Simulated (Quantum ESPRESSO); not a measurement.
# MgO (Periclase): phonon frequency against volume, with a fit

By how much does an optical zone-centre mode of MgO (Periclase) shift under hydrostatic pressure?

Calculated with Quantum ESPRESSO 7.5; DFT PBEsol, scalar-relativistic, plane waves, PseudoDojo norm-conserving pseudopotentials.

The database entry behind the starting cell differs from later determinations by our own check (about 0.1 % long), so it need not match the best structure at ambient conditions.

### Step 1. The relaxed structure

The structure is cubic, space group Fm-3m (No. 225). The conventional cell has a = 4.214 Å, b = 4.214 Å, c = 4.214 Å, α = 90.00°, β = 90.00°, γ = 90.00°. Nearest to Mg lie 6 O at 2.11 Å. O has 6 Mg at 2.11 Å nearest. Farther neighbours and most contacts between anions are not listed.

As a file:

```xyz
2
Lattice="-2.1070 0.0000 2.1070 0.0000 2.1070 2.1070 -2.1070 2.1070 0.0000" Properties=species:S:1:pos:R:3 pbc="T T T"
Mg    0.0000    0.0000    0.0000
O    -2.1070    2.1070    2.1070
```

This is the cell after its relaxation at this level of theory, not the database cell from which that began.

### Step 2. Runs at several volumes

The relaxed cell is scaled uniformly; in this structure symmetry fixes all atoms, so nothing has to be relaxed anew. Each volume gets a ground state and a response at Γ. The mode followed is the highest one without the macroscopic field, of symmetry T1u; longitudinal polar modes lie higher. Cutoff 92 Ry, k mesh 12×12×12.

From the response at V/V₀ = 0.94:

The program printed:

```text
[banners, grids, parts of the stress and lines that vanish by symmetry left out]
Program PHONON v.7.5
     Reading xml data from directory:

[...]
Exchange-correlation= PBESOL
                           (   1   4  10   8   0   0   0)
[...]
kinetic-energy cut-off    =      92.0000  Ry
     charge density cut-off    =     368.0000  Ry
     convergence threshold     =      1.0E-18
[...]
Exchange-correlation= PBESOL
                           (   1   4  10   8   0   0   0)
[...]
q = (   0.0000000   0.0000000   0.0000000 )
     49 Sym.Ops. (with q -> -q+G )
     G cutoff =  283.6252  (  14163 G-vectors)     FFT grid: ( 36, 36, 36)
     number of k points=    72
[...]
Mode symmetry, O_h (m-3m)  point group:
[...]
Dielectric constant
[...]
End of electric fields calculation
          Dielectric constant in cartesian axis
          (       3.164871089      -0.000000000      -0.000000000 )
          (      -0.000000000       3.164871089       0.000000000 )
          (      -0.000000000       0.000000000       3.164871089 )
          Effective charges (d Force / dE) in cartesian axis without acoustic sum rule applied (asr)
           atom    1  Mg    Mean Z*:        1.96045
      Ex  (        1.96045        0.00000        0.00000 )
      Ey  (        0.00000        1.96045       -0.00000 )
      Ez  (        0.00000        0.00000        1.96045 )
           atom    2  O     Mean Z*:       -1.96013
      Ex  (       -1.96013        0.00000        0.00000 )
      Ey  (        0.00000       -1.96013       -0.00000 )
      Ez  (        0.00000       -0.00000       -1.96013 )
          Effective charges Sum: Mean:        0.00032
[...]
Effective charges (d Force / dE) in cartesian axis with asr applied:
           atom    1  Mg    Mean Z*:        1.96029
[...]
atom    2  O     Mean Z*:       -1.96029
[...]
Representation #   1 modes #   1   2   3
[...]
End of self-consistent calculation
     Convergence has been achieved
     Representation #   2 modes #   4   5   6
[...]
End of self-consistent calculation
     Convergence has been achieved
[...]
Dielectric constant in cartesian axis
          (       3.164871089      -0.000000000      -0.000000000 )
          (      -0.000000000       3.164871089       0.000000000 )
          (      -0.000000000       0.000000000       3.164871089 )
          Effective charges (d Force / dE) in cartesian axis without acoustic sum rule applied (asr)
           atom    1  Mg    Mean Z*:        1.96045
      Ex  (        1.96045        0.00000        0.00000 )
      Ey  (        0.00000        1.96045       -0.00000 )
      Ez  (        0.00000        0.00000        1.96045 )
           atom    2  O     Mean Z*:       -1.96013
      Ex  (       -1.96013        0.00000        0.00000 )
      Ey  (        0.00000       -1.96013       -0.00000 )
      Ez  (        0.00000       -0.00000       -1.96013 )
          Effective charges Sum: Mean:        0.00032
[...]
Effective charges (d Force / dE) in cartesian axis with asr applied:
           atom    1  Mg    Mean Z*:        1.96029
[...]
atom    2  O     Mean Z*:       -1.96029
[...]
q = (    0.000000000   0.000000000   0.000000000 )
[...]
freq (    1) =      -0.744678 [THz] =     -24.839777 [cm-1]
     freq (    2) =      -0.744678 [THz] =     -24.839777 [cm-1]
     freq (    3) =      -0.744678 [THz] =     -24.839777 [cm-1]
     freq (    4) =      13.293798 [THz] =     443.433361 [cm-1]
     freq (    5) =      13.293798 [THz] =     443.433361 [cm-1]
     freq (    6) =      13.293798 [THz] =     443.433361 [cm-1]
[...]
Mode symmetry, O_h (m-3m)  point group:
     freq (   1-   3) =        -24.8  [cm-1]   --> T_1u G_15  G_4- I
     freq (   4-   6) =        443.4  [cm-1]   --> T_1u G_15  G_4- I

   JOB DONE.
```

One volume, V/V₀ = 1, is held back as a test.

| V/V₀ | volume (Å³/atom) | pressure (GPa) | ω (cm⁻¹) |
| --- | --- | --- | --- |
| 0.94 | 8.793 | 11.04 | 443.43 |
| 0.97 | 9.074 | 5.09 | 413.70 |
| 1 | 9.354 | -0.01 | held back |
| 1.03 | 9.635 | -4.39 | 357.81 |
| 1.06 | 9.916 | -8.15 | 331.29 |

### Step 3. The fit

The mode Grüneisen parameter is γ = −d ln ω / d ln V.

| ln(V/V₀) | ln ω |
| --- | --- |
| -0.0619 | 6.0945 |
| -0.0305 | 6.0251 |
| 0.0296 | 5.8800 |
| 0.0583 | 5.8030 |

A straight line through these points has the slope -2.424, so γ = 2.42; at V/V₀ = 1 it predicts ω = exp(5.9479 + 0.0000) = 382.96 cm⁻¹.

A parabola of pressure against ln V through V/V₀ = 0.97, 1 and 1.03 gives the bulk modulus B = −dP/d ln V = 158 GPa at V₀. With ω₀ from the fitted line the pressure coefficient follows as dω/dP = γ ω₀ / B = 2.42 × 383.0 / 158 = 5.89 cm⁻¹/GPa.

### Step 4. The run that was held back

The program printed:

```text
[banners, grids, parts of the stress and lines that vanish by symmetry left out]
[banner, memory and clock lines left out]
Program PHONON v.7.5

[...]
Exchange-correlation= PBESOL
                           (   1   4  10   8   0   0   0)
[...]
kinetic-energy cut-off    =      92.0000  Ry
     charge density cut-off    =     368.0000  Ry
     convergence threshold     =      1.0E-18
[...]
Exchange-correlation= PBESOL
                           (   1   4  10   8   0   0   0)
[...]
q = (   0.0000000   0.0000000   0.0000000 )
     49 Sym.Ops. (with q -> -q+G )
     G cutoff =  295.5694  (  15065 G-vectors)     FFT grid: ( 36, 36, 36)
     number of k points=    72
[...]
Mode symmetry, O_h (m-3m)  point group:
[...]
Dielectric constant
[...]
End of electric fields calculation
          Dielectric constant in cartesian axis
          (       3.233679355      -0.000000000       0.000000000 )
          (      -0.000000000       3.233679355      -0.000000000 )
          (       0.000000000      -0.000000000       3.233679355 )
          Effective charges (d Force / dE) in cartesian axis without acoustic sum rule applied (asr)
           atom    1  Mg    Mean Z*:        1.98591
      Ex  (        1.98591       -0.00000        0.00000 )
      Ey  (       -0.00000        1.98591       -0.00000 )
      Ez  (        0.00000       -0.00000        1.98591 )
           atom    2  O     Mean Z*:       -1.98556
      Ex  (       -1.98556       -0.00000        0.00000 )
      Ey  (       -0.00000       -1.98556       -0.00000 )
      Ez  (        0.00000       -0.00000       -1.98556 )
[...]
Representation #   1 modes #   1   2   3
[...]
End of self-consistent calculation
     Convergence has been achieved
     Representation #   2 modes #   4   5   6
[...]
End of self-consistent calculation
     Convergence has been achieved
[...]
Dielectric constant in cartesian axis
          (       3.233679355      -0.000000000       0.000000000 )
          (      -0.000000000       3.233679355      -0.000000000 )
          (       0.000000000      -0.000000000       3.233679355 )
          Effective charges (d Force / dE) in cartesian axis without acoustic sum rule applied (asr)
           atom    1  Mg    Mean Z*:        1.98591
      Ex  (        1.98591       -0.00000        0.00000 )
      Ey  (       -0.00000        1.98591       -0.00000 )
      Ez  (        0.00000       -0.00000        1.98591 )
           atom    2  O     Mean Z*:       -1.98556
      Ex  (       -1.98556       -0.00000        0.00000 )
      Ey  (       -0.00000       -1.98556       -0.00000 )
      Ez  (        0.00000       -0.00000       -1.98556 )
          Effective charges Sum: Mean:        0.00035
[...]
Effective charges (d Force / dE) in cartesian axis with asr applied:
           atom    1  Mg    Mean Z*:        1.98574
[...]
atom    2  O     Mean Z*:       -1.98574
[...]
q = (    0.000000000   0.000000000   0.000000000 )
[...]
freq (    1) =      -0.731011 [THz] =     -24.383892 [cm-1]
     freq (    2) =      -0.731011 [THz] =     -24.383892 [cm-1]
     freq (    3) =      -0.731011 [THz] =     -24.383892 [cm-1]
     freq (    4) =      11.548444 [THz] =     385.214614 [cm-1]
     freq (    5) =      11.548444 [THz] =     385.214614 [cm-1]
     freq (    6) =      11.548444 [THz] =     385.214614 [cm-1]
[...]
Mode symmetry, O_h (m-3m)  point group:
     freq (   1-   3) =        -24.4  [cm-1]   --> T_1u G_15  G_4- I
     freq (   4-   6) =        385.2  [cm-1]   --> T_1u G_15  G_4- I
```

It gives 385.21 cm⁻¹ against the predicted 382.96 cm⁻¹, a miss of 2 cm⁻¹.

### Step 5. Summary of results

| Quantity | Value |
| --- | --- |
| mode Grüneisen parameter | 2.424 |
| bulk modulus | 158 GPa |
| pressure coefficient | 5.89 cm⁻¹/GPa |

The highest optical mode of MgO (Periclase) without the LO-TO term stiffens by 5.89 cm⁻¹ a GPa near the relaxed volume, with γ = 2.42. The power law meets all 5 runs within 0.59 %; between neighbouring volumes γ runs from 2.21 to 2.68. Such a coefficient turns a measured shift of this mode into a hydrostatic stress; uniaxial or biaxial stress splits the mode and needs deformation potentials. The acoustic modes of the response miss zero by 24 cm⁻¹, a numerical error that can touch the optical modes as well. These are harmonic values at zero temperature for the structure held cubic, which a run at Γ can't show to be stable; the bulk modulus rests on three points.

[Host names and launcher messages were left out of these logs when they were recorded.]

[Logs are printed without paths, hosts, clocks, repeated set-up lines and the standing remarks that a program may print on its own settings, such as how far it seeks lower states.]

[Hosts, paths, dates, database ids (printed as entryN), source tags and the programs' standing remarks are cut or masked in the printed files.]
